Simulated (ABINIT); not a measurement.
## A GW chain in ABINIT: CsPbCl3 (Pm-3m)

How does a plane-wave GW calculation on CsPbCl3 (Pm-3m) run from the first input to the gap?

Calculated with ABINIT 10.8.3; PBE and many-body steps on it, plane waves.

### 1. The starting structure

It takes space group Pm-3m (No. 221, cubic). The conventional cell has a = 5.605 Å, b = 5.605 Å, c = 5.605 Å, α = 90.00°, β = 90.00°, γ = 90.00°. Cs has 12 Cl at 3.96 Å nearest. Nearest to Pb lie 6 Cl at 2.80 Å. Nearest to Cl lie 2 Pb at 2.80 Å and 4 Cs at 3.96 Å. Farther neighbours and most contacts between anions are not listed.

The cell and positions come from the Crystallography Open Database and are kept as given unless a step says otherwise. Spin-orbit coupling is left out unless a step names it.

### 2. Ground state

This step: ABINIT 10.8.3; DFT, PBE, plane waves, norm-conserving pseudopotentials.

The ground-state density comes first.

run.abi

```
acell 3*1.0 Angstrom
rprim 
  5.605000000000 0.000000000000 0.000000000000
  0.000000000000 5.605000000000 0.000000000000
  0.000000000000 0.000000000000 5.605000000000
ntypat 3
znucl 55 82 17
natom 5
typat 1 2 3 3 3
xred 
  0.000000000000 0.000000000000 0.000000000000
  0.500000000000 0.500000000000 0.500000000000
  0.500000000000 0.500000000000 0.000000000000
  0.000000000000 0.500000000000 0.500000000000
  0.500000000000 0.000000000000 0.500000000000
pp_dirpath "pseudos"
pseudos "Cs.upf, Pb.upf, Cl.upf"
ecut 32
ngkpt 4 4 4
nshiftk 1
shiftk 0 0 0
kptopt 1
chksymbreak 0
nband 32
occopt 1
tolvrs 1e-08
nstep 60
prtwf 0
indata_prefix "in"
outdata_prefix "out"
tmpdata_prefix "tmp"
```

Started as:

```
$ OMP_NUM_THREADS=1 mpirun -n 4 abinit run.abi > log
```

Numbers of over 12 decimals in the logs are rounded to 6 here.

The program printed:

```text
.Version 10.8.3 of ABINIT. v10.8.2 released Aug 2026.

 Symmetries : space group Pm -3 m (#221); Bravais cP (primitive cubic)
================================================================================
 Values of the parameters that define the memory need of the present run
     intxc =       0    ionmov =       0      iscf =       7    lmnmax =       8
     lnmax =       8     mgfft =      54  mpssoang =       4    mqgrid =    3001
     natom =       5  nloc_mem =       1    nspden =       1   nspinor =       1
    nsppol =       1      nsym =      48    n1xccc =    2501    ntypat =       3
    occopt =       1   xclevel =       2
-    mband =          32        mffmem =           1         mkmem =           3
       mpw =       10315          nfft =      157464          nkpt =          10
================================================================================
  Rough estimation (10% accuracy) of disk space for files :
================================================================================

--------------------------------------------------------------------------------
------------- Echo of variables that govern the present computation ------------
--------------------------------------------------------------------------------
 -outvars: echo values of preprocessed input variables --------
            acell      1.8897261259E+00  1.8897261259E+00  1.8897261259E+00 Bohr

      chksymbreak           0
             ecut      3.20000000E+01 Hartree
-          fftalg         312

              ixc     -101130
              kpt      0.00000000E+00  0.00000000E+00  0.00000000E+00
                       2.50000000E-01  0.00000000E+00  0.00000000E+00
                       5.00000000E-01  0.00000000E+00  0.00000000E+00
                       2.50000000E-01  2.50000000E-01  0.00000000E+00
                       5.00000000E-01  2.50000000E-01  0.00000000E+00
                       5.00000000E-01  5.00000000E-01  0.00000000E+00
                       2.50000000E-01  2.50000000E-01  2.50000000E-01
                       5.00000000E-01  2.50000000E-01  2.50000000E-01
                       5.00000000E-01  5.00000000E-01  2.50000000E-01
                       5.00000000E-01  5.00000000E-01  5.00000000E-01
         kptrlatt        4    0    0      0    4    0      0    0    4
          kptrlen      4.23676597E+01
P           mkmem           3
            natom           5
            nband          32
            ngfft          54      54      54
             nkpt          10
            nstep          60
             nsym          48
           ntypat           3
              occ      2.000000  2.000000  2.000000  2.000000  2.000000  2.000000
                       2.000000  2.000000  2.000000  2.000000  2.000000  2.000000
                       2.000000  2.000000  2.000000  2.000000  2.000000  2.000000
                       2.000000  2.000000  2.000000  2.000000  2.000000  2.000000
                       2.000000  2.000000  0.000000  0.000000  0.000000  0.000000
                       0.000000  0.000000
            prtwf           0
            rprim      5.6050000000E+00  0.0000000000E+00  0.0000000000E+00
                       0.0000000000E+00  5.6050000000E+00  0.0000000000E+00
[...]
spgroup         221

           tolvrs      1.00000000E-08

             xred      0.0000000000E+00  0.0000000000E+00  0.0000000000E+00
[...]
znucl       55.00000   82.00000   17.00000

================================================================================

 chkinp: Checking input parameters for consistency.

================================================================================
== DATASET  1 ==================================================================
-   mpi_nproc: 4, omp_nthreads: 1 (-1 if OMP is not activated)

--- !DatasetInfo
iteration_state: {dtset: 1, }
dimensions: {natom: 5, nkpt: 10, mband: 32, nsppol: 1, nspinor: 1, nspden: 1, mpw: 10315, }
cutoff_energies: {ecut:  32.0, pawecutdg:  -1.0, }
electrons: {nelect:   5.20000000E+01, charge:   0.00000000E+00, occopt:   1.00000000E+00, tsmear:   1.00000000E-02, }

 Real(R)+Recip(G) space primitive vectors, cartesian coordinates (Bohr,Bohr^-1):
 R(1)= 10.5919149  0.0000000  0.0000000  G(1)=  0.0944116  0.0000000  0.0000000
 R(2)=  0.0000000 10.5919149  0.0000000  G(2)=  0.0000000  0.0944116  0.0000000
 R(3)=  0.0000000  0.0000000 10.5919149  G(3)=  0.0000000  0.0000000  0.0944116
 Unit cell volume ucvol=  1.1882928E+03 bohr^3
 Angles (23,13,12)=  9.00000000E+01  9.00000000E+01  9.00000000E+01 degrees

 getcut: wavevector=  0.0000  0.0000  0.0000  ngfft=  54  54  54
         ecut(hartree)=     32.000   => boxcut(ratio)=   2.00207

--- Pseudopotential description ------------------------------------------------
- Cs Generated using ONCVPSP code by D. R. Hamann
- 55.00000   9.00000  171031                  znucl, zion, pspdat
12 -101130 3 -1 2414                          pspcod,pspxc,lmax,lloc,mmax
     nproj     2     2     2     2
  pspatm : epsatm=   22.81663564
         --- l  ekb(1:nproj) -->
[...]
pspatm: atomic psp has been read  and splines computed

- Pb Generated using ONCVPSP code by D. R. Hamann
- 82.00000  22.00000  220131                  znucl, zion, pspdat
[...]
ETOT  4  -282.63648421894    -2.480E-04 1.144E-03 6.246E-01
 ETOT  5  -282.63651776948    -3.355E-05 5.387E-04 1.494E-01
 ETOT  6  -282.63652215599    -4.387E-06 1.679E-04 2.358E-02
 ETOT  7  -282.63652346236    -1.306E-06 7.571E-05 4.557E-03
 ETOT  8  -282.63652366616    -2.038E-07 8.369E-05 2.074E-04
 ETOT  9  -282.63652367534    -9.183E-09 3.768E-05 4.005E-06
 ETOT 10  -282.63652367576    -4.252E-10 3.799E-05 2.413E-07
 ETOT 11  -282.63652367582    -5.139E-11 1.735E-05 4.773E-09

 At SCF step   11       vres2   =  4.77E-09 < tolvrs=  1.00E-08 =>converged.

 Cartesian components of stress tensor (hartree/bohr^3)
  sigma(1 1)= -4.08266935E-05  sigma(3 2)=  0.00000000E+00
  sigma(2 2)= -4.08266935E-05  sigma(3 1)=  0.00000000E+00
  sigma(3 3)= -4.08266935E-05  sigma(2 1)=  0.00000000E+00

--- !ResultsGS
iteration_state: {dtset: 1, }
comment   : Summary of ground state results
lattice_vectors:
- [ 10.5919149,   0.0000000,   0.0000000, ]
- [  0.0000000,  10.5919149,   0.0000000, ]
- [  0.0000000,   0.0000000,  10.5919149, ]
lattice_lengths: [  10.59191,   10.59191,   10.59191, ]
lattice_angles: [ 90.000,  90.000,  90.000, ] # degrees, (23, 13, 12)
lattice_volume:   1.1882928E+03
convergence: {deltae: -5.139E-11, res2:  4.773E-09, residm:  1.735E-05, diffor: null, }
etotal    :  -2.82636524E+02
entropy   :   0.00000000E+00
fermie    :   1.02427899E-01
cartesian_stress_tensor: # hartree/bohr^3
- [ -4.08266935E-05,   0.00000000E+00,   0.00000000E+00, ]
- [  0.00000000E+00,  -4.08266935E-05,   0.00000000E+00, ]
- [  0.00000000E+00,   0.00000000E+00,  -4.08266935E-05, ]
pressure_GPa:   1.2012E+00
xred      :
- [  0.0000E+00,   0.0000E+00,   0.0000E+00, Cs]
- [  5.0000E-01,   5.0000E-01,   5.0000E-01, Pb]
- [  5.0000E-01,   5.0000E-01,   0.0000E+00, Cl]
- [  0.0000E+00,   5.0000E-01,   5.0000E-01, Cl]
- [  5.0000E-01,   0.0000E+00,   5.0000E-01, Cl]
cartesian_forces: # hartree/bohr
- [ -0.00000000E+00,  -0.00000000E+00,  -0.00000000E+00, ]
- [ -0.00000000E+00,  -0.00000000E+00,  -0.00000000E+00, ]
- [ -0.00000000E+00,  -0.00000000E+00,  -0.00000000E+00, ]
- [ -0.00000000E+00,  -0.00000000E+00,  -0.00000000E+00, ]
- [ -0.00000000E+00,  -0.00000000E+00,  -0.00000000E+00, ]
force_length_stats: {min:   0.00000000E+00, max:   0.00000000E+00, mean:   0.00000000E+00, }

 Integrated electronic density in atomic spheres:
 ------------------------------------------------
 Atom  Sphere_radius  Integrated_density
[...]
================================================================================

 ----iterations are completed or convergence reached----

 Mean square residual over all n,k,spin=   12.519E-08; max=  17.347E-06
 reduced coordinates (array xred) for    5 atoms
       0.000000000000      0.000000000000      0.000000000000
       0.500000000000      0.500000000000      0.500000000000
       0.500000000000      0.500000000000      0.000000000000
       0.000000000000      0.500000000000      0.500000000000
       0.500000000000      0.000000000000      0.500000000000
 rms dE/dt=  0.0000E+00; max dE/dt=  0.0000E+00; dE/dt below (all hartree)
    1       0.000000000000      0.000000000000      0.000000000000
    2       0.000000000000      0.000000000000      0.000000000000
    3       0.000000000000      0.000000000000      0.000000000000
    4       0.000000000000      0.000000000000      0.000000000000
    5       0.000000000000      0.000000000000      0.000000000000

 cartesian coordinates (angstrom) at end:
    1      0.000000     0.000000     0.000000
    2      2.802500     2.802500     2.802500
    3      2.802500     2.802500     0.000000
    4      0.000000     2.802500     2.802500
    5      2.802500     0.000000     2.802500

 cartesian forces (hartree/bohr) at end:
[...]
frms,max,avg= 0.0000000E+00 0.0000000E+00   0.000E+00  0.000E+00  0.000E+00 h/b

 cartesian forces (eV/Angstrom) at end:
    1     -0.000000    -0.000000    -0.000000
    2     -0.000000    -0.000000    -0.000000
    3     -0.000000    -0.000000    -0.000000
    4     -0.000000    -0.000000    -0.000000
    5     -0.000000    -0.000000    -0.000000
 frms,max,avg= 0.0000000E+00 0.0000000E+00   0.000E+00  0.000E+00  0.000E+00 e/A
 length scales=  1.889726125908  1.889726125908  1.889726125908 bohr
              =  1.000000000000  1.000000000000  1.000000000000 angstroms
 prteigrs : about to open file out_EIG
 Fermi (or HOMO) energy (hartree) =   0.10243   Average Vxc (hartree)=  -0.29278
 Eigenvalues (hartree) for nkpt=  10  k points:
 kpt#   1, nband= 32, wtk=  0.01563, kpt=  0.0000  0.0000  0.0000 (reduced coord)
  -5.02370   -2.88158   -2.88158   -2.88158   -0.68291   -0.51653   -0.51653   -0.50762
  -0.50762   -0.50762   -0.45513   -0.42305   -0.42305   -0.19776   -0.19776   -0.19776
  -0.14101   -0.06948   -0.06948   -0.06948    0.00536    0.00536    0.00536    0.00927
   0.00927    0.00927    0.22532    0.25983    0.25983    0.29325    0.29325    0.29325
 prteigrs : prtvol=0 or 1, do not print more k-points.

--- !EnergyTerms
iteration_state     : {dtset: 1, }
comment             : Components of total free energy in Hartree
kinetic             :  8.08797040700819E+01
hartree             :  1.00499096126179E+02
xc                  : -5.43967834896113E+01
Ewald energy        : -1.33017418738071E+02
psp_core            :  3.38783852564955E+00
local_psp           : -3.03728844613565E+02
non_local_psp       :  2.37398844435198E+01
total_energy        : -2.82636523675816E+02
total_energy_eV     : -7.69093161296399E+03
band_energy         : -3.80895010693657E+01

 Cartesian components of stress tensor (hartree/bohr^3)
  sigma(1 1)= -4.08266935E-05  sigma(3 2)=  0.00000000E+00
  sigma(2 2)= -4.08266935E-05  sigma(3 1)=  0.00000000E+00
  sigma(3 3)= -4.08266935E-05  sigma(2 1)=  0.00000000E+00

-Cartesian components of stress tensor (GPa)         [Pressure=  1.2012E+00 GPa]
- sigma(1 1)= -1.20116279E+00  sigma(3 2)=  0.00000000E+00
- sigma(2 2)= -1.20116279E+00  sigma(3 1)=  0.00000000E+00
- sigma(3 3)= -1.20116279E+00  sigma(2 1)=  0.00000000E+00

== END DATASET(S) ==============================================================
================================================================================

 -outvars: echo values of variables after computation  --------
           etotal     -2.8263652368E+02
            nband          32
             nkpt          10
          spgroup         221
 [... the other variables as echoed above ...]

 Calculation completed.
```

Elapsed: 84 s, on 4 MPI ranks of Arm Neoverse N1, shared host; peak memory 0.43 GiB; 5.6 min of CPU time.

Numbers from this step:

```yaml
total_energy: -7690.9316 eV
gap: 1.932 eV
k_of_the_valence_top: 0.5, 0.5, 0.5
k_of_the_conduction_bottom: 0.5, 0.5, 0.5
least_direct_gap: 1.932 eV
pressure: 1.201 GPa
```

The gap is direct, at (0.500, 0.500, 0.500).

The cutoff was set for levels, not for stress, so the pressure can be off by some GPa.

[end of part 1 of 3]

[Paths, hosts, dates, memory and timing lines, banners, echoed tables and standing remarks are left out of the program output.]

[Logs are printed without paths, hosts, clocks, repeated set-up lines and the standing remarks that a program may print on its own settings, such as how far it seeks lower states.]

[Runs of the session that timed out or met a known fault of the program may be left out.]

[Hosts, paths, dates, database ids (printed as entryN), source tags and the programs' standing remarks are cut or masked in the printed files.]

[G0W0 gaps are taken among the corrected bands and points alone; a level outside them can change the order at an edge.]

[Where Ansatz stands beside ABINIT at settings called matched, ABINIT's density can come from a denser mesh and the files from another edition; pairs whose starting gaps differed by over 0.03 eV were left out, so agreement reads better than it is.]
